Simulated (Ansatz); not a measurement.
**CrCl3 monolayer in a perpendicular field**

Aim: how the CrCl3 monolayer screens a field along its normal, and what the field does to its bands. A positive field points along +c.

Main program and level: Ansatz 0.2.0; plane-wave DFT, r2SCAN-D4, Ansatz PAW.

### Step 1. The structure

The cell holds 8 atoms: 6 Cl and 2 Cr. Cell: a = 5.982 Å, b = 5.982 Å, c = 36.428 Å, α = 90.0°, β = 90.0°, γ = 120.0°. Vacuum lies along c.

### Step 2. Relaxing the slab

The starting cell is a guess, so the in-plane lattice and the atoms are relaxed first, with the slab cut off from its images along the normal.

input.yaml

```yaml
crystal:
  lattice:
    - [5.98175, 0.0, 0.0]
    - [-2.990875, 5.1803474591, 0.0]
    - [0.0, 0.0, 36.427678001]
  atoms:
    - { symbol: Cl, position: [0.64, 0.0, 0.4625603641] }
    - { symbol: Cl, position: [0.0, 0.64, 0.4625603641] }
    - { symbol: Cl, position: [0.36, 0.36, 0.4625603641] }
    - { symbol: Cr, position: [0.3333333333, 0.6666666667, 0.5], spin: 3.0 }
    - { symbol: Cr, position: [0.6666666667, 0.3333333333, 0.5], spin: 3.0 }
    - { symbol: Cl, position: [0.36, 0.0, 0.5374396359] }
    - { symbol: Cl, position: [0.0, 0.36, 0.5374396359] }
    - { symbol: Cl, position: [0.64, 0.64, 0.5374396359] }
  periodic: [true, true, false]
magnetization:
  spin_polarized: true
kpoints:
  mp_grid: { grid: [6, 6, 1] }
hamiltonian:
  xc: r2scan
  dispersion: d4
scf:
  occupations: { method: fermi_dirac, width: 0.05 }
  convergence: { dr2_threshold: 1.0e-09 }
relax:
  f_tol: 0.004
  max_steps: 90
  cell: {}
output:
  write_potential: true
  write_density: true
  volumetric_format: npy
```

Started as:

```
ansatz run input.yaml --threads 4 --pin off --max-ram 12288MiB --backend cpu --events-out ev --progress --plain --runs-dir out
```

Numbers of over 12 decimals in the logs are rounded to 6 here.

What it wrote:

```text
Warning: relax.cell: scf.convergence.dr2_threshold = 1e-9 eV is looser than the 4.93846099416e-10 eV advised for a relaxation that steers and ends on the stress (1e-10 eV for each atom of the cell: 8, times the square of relax.cell.stress_2d_tol = 0.05 N/m over 12.7 Å (the atoms' height at the walk's start and 5 Å past either face), 3.928e-2 GPa, over a crystal's default 0.05). What an SCF threshold leaves in a stress goes as its square root, and in the free energy as the threshold itself, and one threshold admits the most on a small cell: [figures from the program's tests cut] Set scf.convergence.dr2_threshold to 4.93846099416e-10 eV or tighter. [rest of the remark cut]
Engine: ansatz 0.2.0, x86_64-unknown-linux-gnu
Pseudopotentials: kind: paw
Pseudopotential: Cl, paw, valence charge 7, recommended cutoff 500 eV (meta_gga), Cl.paw.azcp
Pseudopotential: Cr, paw, valence charge 14, recommended cutoff 500 eV (meta_gga), Cr.paw.azcp
Functional definition: r2SCAN
  parameter k0 = 0.174
  parameter k1 = 0.065
  parameter a1 = 4.9479
  exchange = r2scan_x(k0 = k0, k1 = k1, a1 = a1)
  correlation = r2scan_c
Crystal: 8 atoms, lattice volume = 1128.804 Å³
Basis set: ecut = 500 eV, 28525 PW (Γ), exchange–correlation on 180×180×1080 points (64 copies of the dense FFT grid, shifted against one another)
Bands: 46, of which v1, the nominal top of the filled ones, is band 35 counted from 1 (34 counted from 0)
Symmetry: 12 space group operations
Space group: P-31m (ITA 162), of the structure as read, at distance tolerance 1.0e-4 Å
Magnetic group: BNS 162.73 (UNI 1303), of the structure as read, at distance tolerance 1.0e-4 Å
k-points: 7 of 36
Non-local potential: Cl, projectors of the file, l = 0: 2, l = 1: 2, l = 2: 2
Non-local potential: Cr, projectors of the file, l = 0: 3, l = 1: 2, l = 2: 3, l = 3: 1
PAW form: soft (Blöchl's): semilocal exchange-correlation on the pseudo side does not see the compensation charge
PAW frozen core: Cl, regenerated for the run's functional (the file was generated under x = pbe(κ = 0.804, μ = 0.219515), c = pbe(β = 0.066725))
PAW frozen core: Cr, regenerated for the run's functional (the file was generated under x = pbe(κ = 0.804, μ = 0.219515), c = pbe(β = 0.066725))
PAW one-centre angular grid: Cl, 302 points (default); XC on 160 Gauss nodes
PAW one-centre angular grid: Cr, 590 points (default); XC on 160 Gauss nodes
Initial density: superposition of atomic densities (neutral atoms: chi_scale 0, normalization atom)
Starting moments: Σ|m| = 6 μB on 2 of 8 sites
Initial wavefunctions: pseudopotential atomic-orbital guess
Functional: x = r2scan, c = r2scan; τ floored in thin density (d = 2e-4 eV/Å³)
SCF iter   1: F=—  HF=-13279.957507 eV  |F-HF|=—  |Δ(HF+E_count)|=         —  Δρ=1.86e-2 (↑1.78e-2 ↓1.86e-2)  dr2=1.63e1  dr2_τ=1.19e-1  dr2_m=3.86e-1  M=6.000 μB ∫|m|=6.364 μB  β_m=1.00  ethr=3.10e-3  ⟨swp⟩=16.8  Hψ=3999  notcnv=0
Mixer restart at iter 1: flushing history
preconditioner: auto → Resta (q_TF=auto, 1.716 Å⁻¹)  ε∞=1.6  [insulator: Δε(μ)=1.569 eV  Ē_g=10.907 eV  σ=0.050 eV  W_gap=1.00  n_scr=108 (ndim 8)  ℏωp=8.1 eV  f_vac=0.816  D(μ)=0.00/eV (n_scr^D=0)  ε∞_Penn≈1.6  vacuum switching on, ρ_ref=8.6e-3 e/Å³]
spin=Collinear: Resta preconditioning applied to the charge; magnetization (m = ρ↑ − ρ↓) channel mixes plain (no charge-response kernel on spin).
SCF iter   2: F=—  HF=-13278.962025 eV  |F-HF|=—  |Δ(HF+E_count)|=   9.95e-1  Δρ=7.30e-3 (↑7.30e-3 ↓6.62e-3)  dr2=6.90e-1  dr2_τ=3.46e-2  dr2_m=2.42e-1  M=6.000 μB ∫|m|=6.547 μB  β_m=1.00  ethr=3.10e-3  ⟨swp⟩=4.9  Hψ=1648  notcnv=0  defer=27  κ⁻¹=1.0e0(r=1)
SCF iter   3: F=—  HF=-13278.954899 eV  |F-HF|=—  |Δ(HF+E_count)|=   7.13e-3  Δρ=3.59e-3 (↑3.59e-3 ↓3.39e-3)  dr2=2.40e-1  dr2_τ=7.45e-3  dr2_m=1.43e-3  M=6.000 μB ∫|m|=6.548 μB  β_m=1.00  ethr=9.85e-4  ⟨swp⟩=3.6  Hψ=1302  notcnv=0  defer=28  κ⁻¹=2.5e-2(r=2)
SCF iter   4: F=—  HF=-13279.086403 eV  |F-HF|=—  |Δ(HF+E_count)|=         —  Δρ=2.03e-3 (↑2.02e-3 ↓2.03e-3)  dr2=7.04e-2  dr2_τ=2.60e-3  dr2_m=9.50e-4  M=6.000 μB ∫|m|=6.608 μB  β_m=1.00  ethr=3.43e-4  ⟨swp⟩=3.7  Hψ=1305  notcnv=0  defer=31  κ⁻¹=2.5e-2(r=2)
SCF iter   5: F=—  HF=-13279.130393 eV  |F-HF|=—  |Δ(HF+E_count)|=   4.40e-2  Δρ=1.25e-3 (↑1.25e-3 ↓1.24e-3)  dr2=2.61e-2  dr2_τ=1.03e-3  dr2_m=9.79e-5  M=6.000 μB ∫|m|=6.619 μB  β_m=1.00  ethr=1.01e-4  ⟨swp⟩=3.4  Hψ=1215  notcnv=0  defer=31  κ⁻¹=5.1e-4(r=3)
SCF iter   6: F=—  HF=-13279.170421 eV  |F-HF|=—  |Δ(HF+E_count)|=   4.00e-2  Δρ=2.19e-4 (↑2.13e-4 ↓2.19e-4)  dr2=8.43e-4  dr2_τ=3.59e-5  dr2_m=5.88e-5  M=6.000 μB ∫|m|=6.617 μB  β_m=1.00  ethr=3.72e-5  ⟨swp⟩=2.5  Hψ=1317  notcnv=0  defer=32  κ⁻¹=1.5e-5(r=4)
SCF iter   7: F=—  HF=-13279.170734 eV  |F-HF|=—  |Δ(HF+E_count)|=   3.13e-4  Δρ=9.48e-5 (↑8.37e-5 ↓9.48e-5)  dr2=9.70e-5  dr2_τ=9.20e-6  dr2_m=5.16e-6  M=6.000 μB ∫|m|=6.601 μB  β_m=1.00  ethr=1.20e-6  ⟨swp⟩=3.1  Hψ=1476  notcnv=0  defer=37  κ⁻¹=9.9e-6(r=5)
SCF iter   8: F=—  HF=-13279.170777 eV  |F-HF|=—  |Δ(HF+E_count)|=   4.29e-5  Δρ=4.54e-5 (↑4.16e-5 ↓4.54e-5)  dr2=2.34e-5  dr2_τ=2.28e-6  dr2_m=2.45e-7  M=6.000 μB ∫|m|=6.596 μB  β_m=1.00  ethr=1.39e-7  ⟨swp⟩=3.4  Hψ=1385  notcnv=0  defer=37  κ⁻¹=1.1e-6(r=6)
SCF iter   9: F=—  HF=-13279.170789 eV  |F-HF|=—  |Δ(HF+E_count)|=   1.22e-5  Δρ=1.72e-5 (↑1.38e-5 ↓1.72e-5)  dr2=3.69e-6  dr2_τ=2.64e-7  dr2_m=2.95e-7  M=6.000 μB ∫|m|=6.595 μB  β_m=1.00  ethr=3.34e-8  ⟨swp⟩=2.1  Hψ=1174  notcnv=0  defer=37  κ⁻¹=1.3e-7(r=7)
SCF iter  10: F=—  HF=-13279.170794 eV  |F-HF|=—  |Δ(HF+E_count)|=   4.46e-6  Δρ=5.45e-6 (↑4.58e-6 ↓5.45e-6)  dr2=7.75e-7  dr2_τ=2.91e-8  dr2_m=5.95e-9  M=6.000 μB ∫|m|=6.597 μB  β_m=1.00  ethr=5.27e-9  ⟨swp⟩=2.4  Hψ=1226  notcnv=0  defer=37  κ⁻¹=3.3e-8(r=8)
SCF iter  11: F=—  HF=-13279.170795 eV  |F-HF|=—  |Δ(HF+E_count)|=   1.37e-6  Δρ=1.92e-6 (↑1.92e-6 ↓1.69e-6)  dr2=1.16e-7  dr2_τ=2.15e-9  dr2_m=4.38e-9  M=6.000 μB ∫|m|=6.597 μB  β_m=1.00  ethr=1.11e-9  ⟨swp⟩=2.9  Hψ=1252  notcnv=0  defer=37  κ⁻¹=1.7e-7(r=8)
SCF iter  12: F=—  HF=-13279.170795 eV  |F-HF|=—  |Δ(HF+E_count)|=   2.27e-7  Δρ=7.95e-7 (↑7.95e-7 ↓6.70e-7)  dr2=2.21e-8  dr2_τ=2.81e-10  dr2_m=4.38e-10  M=6.000 μB ∫|m|=6.597 μB  β_m=1.00  ethr=1.66e-10  ⟨swp⟩=2.4  Hψ=1242  notcnv=0  defer=37  κ⁻¹=3.0e-7(r=8)
SCF iter  13: F=—  HF=-13279.170795 eV  |F-HF|=—  |Δ(HF+E_count)|=   5.80e-8  Δρ=2.46e-7 (↑2.46e-7 ↓1.84e-7)  dr2=1.29e-9  dr2_τ=3.30e-11  dr2_m=2.45e-10  M=6.000 μB ∫|m|=6.597 μB  β_m=1.00  ethr=3.15e-11  ⟨swp⟩=2.4  Hψ=1190  notcnv=0  defer=37  κ⁻¹=3.4e-8(r=8)
[...]
SCF iter   2: F=—  HF=-13279.189141 eV  |F-HF|=—  |Δ(HF+E_count)|=   4.68e-5  Δρ=1.40e-6 (↑1.17e-6 ↓1.40e-6)  dr2=1.88e-8  dr2_τ=2.43e-9  dr2_m=2.28e-9  M=6.000 μB ∫|m|=6.589 μB  β_m=1.00  ethr=3.75e-11  ⟨swp⟩=6.0  Hψ=2604  notcnv=0  κ⁻¹=1.0e0(r=1)
SCF iter   3: F=—  HF=-13279.189151 eV  |F-HF|=—  |Δ(HF+E_count)|=   1.01e-5  Δρ=9.24e-7 (↑8.31e-7 ↓9.24e-7)  dr2=3.83e-9  dr2_τ=1.14e-9  dr2_m=5.71e-10  M=6.000 μB ∫|m|=6.589 μB  β_m=1.00  ethr=2.69e-11  ⟨swp⟩=2.7  Hψ=1222  notcnv=0  defer=1  κ⁻¹=1.9e-2(r=2)
SCF iter   4: F=—  HF=-13279.189166 eV  |F-HF|=—  |Δ(HF+E_count)|=   1.49e-5  Δρ=4.62e-7 (↑4.62e-7 ↓4.62e-7)  dr2=2.27e-10  dr2_τ=3.46e-10  dr2_m=3.98e-12  M=6.000 μB ∫|m|=6.589 μB  β_m=1.00  ethr=5.46e-12  ⟨swp⟩=3.9  Hψ=1623  notcnv=0  defer=4  κ⁻¹=1.2e-3(r=3)
SCF iter   5: F=—  HF=-13279.189174 eV  |F-HF|=—  |Δ(HF+E_count)|=   7.99e-6  Δρ=2.40e-7 (↑2.39e-7 ↓2.40e-7)  dr2=1.17e-10  dr2_τ=9.18e-11  dr2_m=1.33e-12  M=6.000 μB ∫|m|=6.589 μB  β_m=1.00  ethr=1.00e-12  ⟨swp⟩=3.9  Hψ=1568  notcnv=0  defer=4  κ⁻¹=2.1e-4(r=4)
SCF iter   6: F=—  HF=-13279.189178 eV  |F-HF|=—  |Δ(HF+E_count)|=   4.05e-6  Δρ=4.85e-8 (↑4.85e-8 ↓4.67e-8)  dr2=2.57e-11  dr2_τ=3.29e-12  dr2_m=2.33e-13  M=6.000 μB ∫|m|=6.589 μB  β_m=1.00  ethr=1.00e-12  ⟨swp⟩=3.2  Hψ=1433  notcnv=0  defer=4  κ⁻¹=2.4e-5(r=5)
iter 7 met the thresholds in force, and the SCF goes on: an eigenvalue changes by 3.55 meV, over its tolerance of 1.09 meV (output.eigenvalues, Limitations)
SCF iter   7: F=-13279.189178 eV  HF=-13279.189178 eV  |F-HF|=9.60e-9  |Δ(HF+E_count)|=   1.02e-7  Δρ=8.15e-8 (↑8.15e-8 ↓6.01e-8)  dr2=3.88e-10  dr2_τ=1.67e-12  dr2_m=1.69e-12  M=6.000 μB ∫|m|=6.589 μB  β_m=1.00  ethr=1.00e-12  ⟨swp⟩=17.7  Hψ=4381  notcnv=0  κ⁻¹=6.9e-6(r=6)
iter 8 met the thresholds in force, and the SCF goes on: an eigenvalue changes by 3.99 meV, over its tolerance of 1.04 meV (output.eigenvalues, Limitations)
SCF iter   8: F=-13279.189178 eV  HF=-13279.189178 eV  |F-HF|=5.58e-9  |Δ(HF+E_count)|=   4.41e-9  Δρ=3.27e-8 (↑3.27e-8 ↓2.50e-8)  dr2=5.74e-11  dr2_τ=3.15e-13  dr2_m=2.10e-13  M=6.000 μB ∫|m|=6.589 μB  β_m=1.00  ethr=1.00e-12  ⟨swp⟩=6.4  Hψ=3151  notcnv=0
Mixer restart at iter 8: flushing history
SCF iter   9: F=-13279.189178 eV  HF=-13279.189178 eV  |F-HF|=6.00e-11  |Δ(HF+E_count)|=   5.55e-9  Δρ=8.22e-9 (↑6.96e-9 ↓8.22e-9)  dr2=4.41e-12  dr2_τ=3.16e-14  dr2_m=8.61e-14  M=6.000 μB ∫|m|=6.589 μB  ethr=1.00e-12  ⟨swp⟩=9.6  Hψ=3352  notcnv=0
SCF 5 converged in 9 iterations: F = -13279.189178 eV  dr2 = 4.41e-12
relax step   5: F+E_penalty+E_count = -13279.18917813 eV  Δ(F+E_penalty+E_count) = -8.255e-7 eV  max|allowed force component| = 3.516e-3 eV/Å  Δτ_max = 0.0000 Å  P = -0.029 N/m  Ω = 1128.835 Å³  fix = [c, alpha, beta]  reactions: c -0.000 N/m  stress off target by 2.89e-2 N/m on what of the cell is left free  SCF on the basis re-selected at this cell (its energy is not comparable with the rows above)  (9 SCF iters)
basis re-selected at this cell: Δ(F+E_penalty+E_count) = -8.255e-7 eV, ΔP = -0.000 N/m vs the last step (what re-selecting the basis moved, of the pressure what is left beyond the Pulay correction that the steps carried, after the strain that the cell walked since its last selection, with what the two solves' SCF thresholds leave and, on support functions, any second-order correction that the steps lacked; it is no m [...]
WARN: The output density's exchange-correlation potential varies sharply where the density is thin. Do not read a vacuum level from v_tot or v_xc, or from such a field of the output density. On a cell that repeats whose density bears no net charge and no dipole along the vacuum's axis use v_es (v_loc + v_h of the components); under efield.dipole_correction with no amplitude use v_es + v_field, which holds any externa [...]
SCF converged after 9 iterations
Stability not checked: this state was not tested for a lower state beside it, because the mixer in use, unlike msr1, does not test its closes by its own steps (another_mixer; see scf.mixing.algorithm and scf.lower_state_search)
an eigenvalue changed by more than its tolerance at an iteration that met the thresholds in force, so the SCF went on 2 times, its first undamped step at iteration 8: the last check found none over its tolerance
Magnetization: 6.0000 μB (38.0000 up, 32.0000 down)
Absolute magnetization: 6.5842 μB (∫|ρ↑−ρ↓|, with the PAW one-centre terms)
Spin contamination: 0.0686 ħ² per cell (⟨S²⟩ above its minimum at these occupations)
Per-site moments (μB) at R_I (Å): [(-0.011749, 0.968687), (-0.011749, 0.968687), (-0.011749, 0.968687), (2.706413, 0.968687), (2.706413, 0.968687), (-0.011749, 0.968687), (-0.011749, 0.968687), (-0.011749, 0.968687)]
Free energy (F): -13279.189178 eV
Harris-Foulkes:  -13279.189178 eV  (|F-HF|=6.00e-11)
Internal energy: -13279.189178 eV  (E = F + TS)
E sigma→0 (E₀):  -13279.189178 eV
Fermi energy:    -6.156865 eV
--- Per-component energies (eV) ---
  E_band       = -1612.205069
  E_kinetic    = 1642.899938
  E_local      = -117238.754359  (includes V_loc(G=0)·N_el)
  E_nonlocal   = 333.287016
  E_hartree    = 57625.901907
  E_xc         = -895.775077
  E_vxc        = -1201.614768  (∫ρ·V_xc dr)
  E_paw        = -6407.191463  (= ΣΔE_a)
  E_vpaw       = -467.044430  (= ΣTr[D̂ρ^β])
  E_aug_tail   = 0.000659  (compensation charges beyond the density's cutoff)
  E_vtau       = 67.217314  (kinetic-family band-sum trace: ∫τ·v_τ [+ j·A + Jᵃ·Aᵃ] dr)
  E_ewald      = 51662.314005
  E_disp       = -0.508709  (pairwise vdW)
  E_core_change = -1.363095  (= ΣΔE_core)
  E_smearing   = -0.000000  (= −TS)
  E_closure    = 0.000000  (closes the sum)
  Σ components = -13279.189178   (vs F -13279.189178, Δ=0.00e0)
--- Forces (eV/Å), atoms counted from 1 ---
  atom   1  Cl    -0.00170762     0.00000000     0.00351553
  atom   2  Cl     0.00085381    -0.00147884     0.00351553
  atom   3  Cl     0.00085381     0.00147884     0.00351553
  atom   4  Cr    -0.00000000     0.00000000    -0.00000000
  atom   5  Cr     0.00000000    -0.00000000     0.00000000
  atom   6  Cl     0.00170762    -0.00000000    -0.00351553
  atom   7  Cl    -0.00085381     0.00147884    -0.00351553
  atom   8  Cl    -0.00085381    -0.00147884    -0.00351553
  max |Σ_I F_I| component: 9.76e-19 eV/Å
--- 2D stress c σ (N/m, compression-positive) ---
       -0.028920       0.000000       0.000000
       -0.000000      -0.028920       0.000000
        0.000000       0.000000      -0.000000
  P = ½ c Tr σ = -0.0289 N/m
--- Band table (eV; the first three rows and the last of 14) ---
  k-point 0 ↑: bands = [... 31 lower, -8.4491, -8.4285, -7.9082, -7.9082, -7.8781, -7.6611, -7.6611, -4.7906, ... 7 higher]
  k-point 1 ↑: bands = [... 31 lower, -8.5222, -8.3203, -7.9457, -7.9136, -7.8203, -7.6243, -7.5703, -4.7945, ... 7 higher]
  k-point 2 ↑: bands = [... 31 lower, -8.5104, -8.3324, -7.9473, -7.9317, -7.7746, -7.6261, -7.4570, -4.7894, ... 7 higher]
  k-point 6 ↓: bands = [... 31 lower, -8.4802, -4.2172, -4.2172, -3.9836, -3.8431, -3.6188, -3.6188, -3.3082, ... 7 higher]
  ° read free of the cell's end (the report's vacuum.weakly_bound_levels)
--- Relaxed structure (4 steps of the walk, 4 accepted, 1 SCFs on fresh bases) ---
  F+E_penalty+E_count = -13279.18917813 eV   max|allowed force component| = 3.516e-3 eV/Å   (the final SCF, on the basis selected at the relaxed cell)
  cell:  # Å, volume = 1128.8346 Å³
    - [5.981830, 0, 0]
    - [-2.990915, 5.180417, 0]
    - [0, 0, 36.427678001]
  atoms:
    - { symbol: Cl, position: [0.644689, 0, 0.463337] }
    - { symbol: Cl, position: [0, 0.644689, 0.463337] }
    - { symbol: Cl, position: [0.355311, 0.355311, 0.463337] }
    - { symbol: Cr, position: [0.333333, 0.666667, 0.5] }
    - { symbol: Cr, position: [0.666667, 0.333333, 0.5] }
    - { symbol: Cl, position: [0.355311, 0, 0.536663] }
    - { symbol: Cl, position: [0, 0.355311, 0.536663] }
    - { symbol: Cl, position: [0.644689, 0.644689, 0.536663] }
```

Wall time 3 min (4 threads of Intel Xeon Platinum 8488C (Sapphire Rapids), shared host); peak memory 4.4 GiB.

The steps of the relaxation:

| step | energy less that of the first step (eV) | largest force component (eV/Å) | volume (Å³) |
| --- | --- | --- | --- |
| 1 | 0.0000 | 0.1645 | 1128.80 |
| 2 | -0.0136 | 0.0519 | 1132.22 |
| 3 | -0.0183 | 0.0079 | 1129.92 |
| 4 | -0.0184 | 0.0035 | 1128.83 |
| 5* | -0.0184 | 0.0035 | 1128.83 |

Relaxation steps marked * repeat the geometry before them on a plane-wave basis chosen anew for their cell, so energy and pressure can jump there.

Forces are held to the 12 operations that the run works with; a distortion that breaks them can't arise in this run.

| cell as run | before | after | change |
| --- | --- | --- | --- |
| a (Å) | 5.982 | 5.982 | +0.0 % |
| b (Å) | 5.982 | 5.982 | +0.0 % |

The atoms that moved most (Å, along periodic axes as changes of fractional coordinates times the final cell, across vacuum about the mean position):

| atom | dx | dy | dz | length |
| --- | --- | --- | --- | --- |
| Cl7 | 0.014 | -0.024 | -0.028 | 0.040 |
| Cl6 | -0.028 | 0.000 | -0.028 | 0.040 |
| Cl8 | 0.014 | 0.024 | -0.028 | 0.040 |
| Cl3 | -0.014 | -0.024 | 0.028 | 0.040 |
| Cl2 | -0.014 | 0.024 | 0.028 | 0.040 |
| Cl1 | 0.028 | 0.000 | 0.028 | 0.040 |

This step gave:

```yaml
total_moment: 6.000 μB
site_moments: -0.01175, -0.01175, -0.01175, 2.706, 2.706, -0.01175, -0.01175, -0.01175 μB
gap_on_the_k_mesh: 2.601 eV
```

Site moment by atom:

| atom | site moment (μB) |
| --- | --- |
| Cl1 | -0.01 |
| Cl2 | -0.01 |
| Cl3 | -0.01 |
| Cr4 | 2.71 |
| Cr5 | 2.71 |
| Cl6 | -0.01 |
| Cl7 | -0.01 |
| Cl8 | -0.01 |

The lattice constant a goes from 5.982 to 5.982 Å.

(Continued in part 2 of 3.)

[Logs are printed without paths, hosts, clocks, repeated set-up lines and the standing remarks that a program may print on its own settings, such as how far it seeks lower states.]

[Hosts, paths, dates, database ids (printed as entryN), source tags and the programs' standing remarks are cut or masked in the printed files.]

[Maps of the electrostatic potential energy from Ansatz leave out the sawtooth potential of an applied field or a dipole correction, so their vacuum need not be flat; planar profiles and work functions include it.]
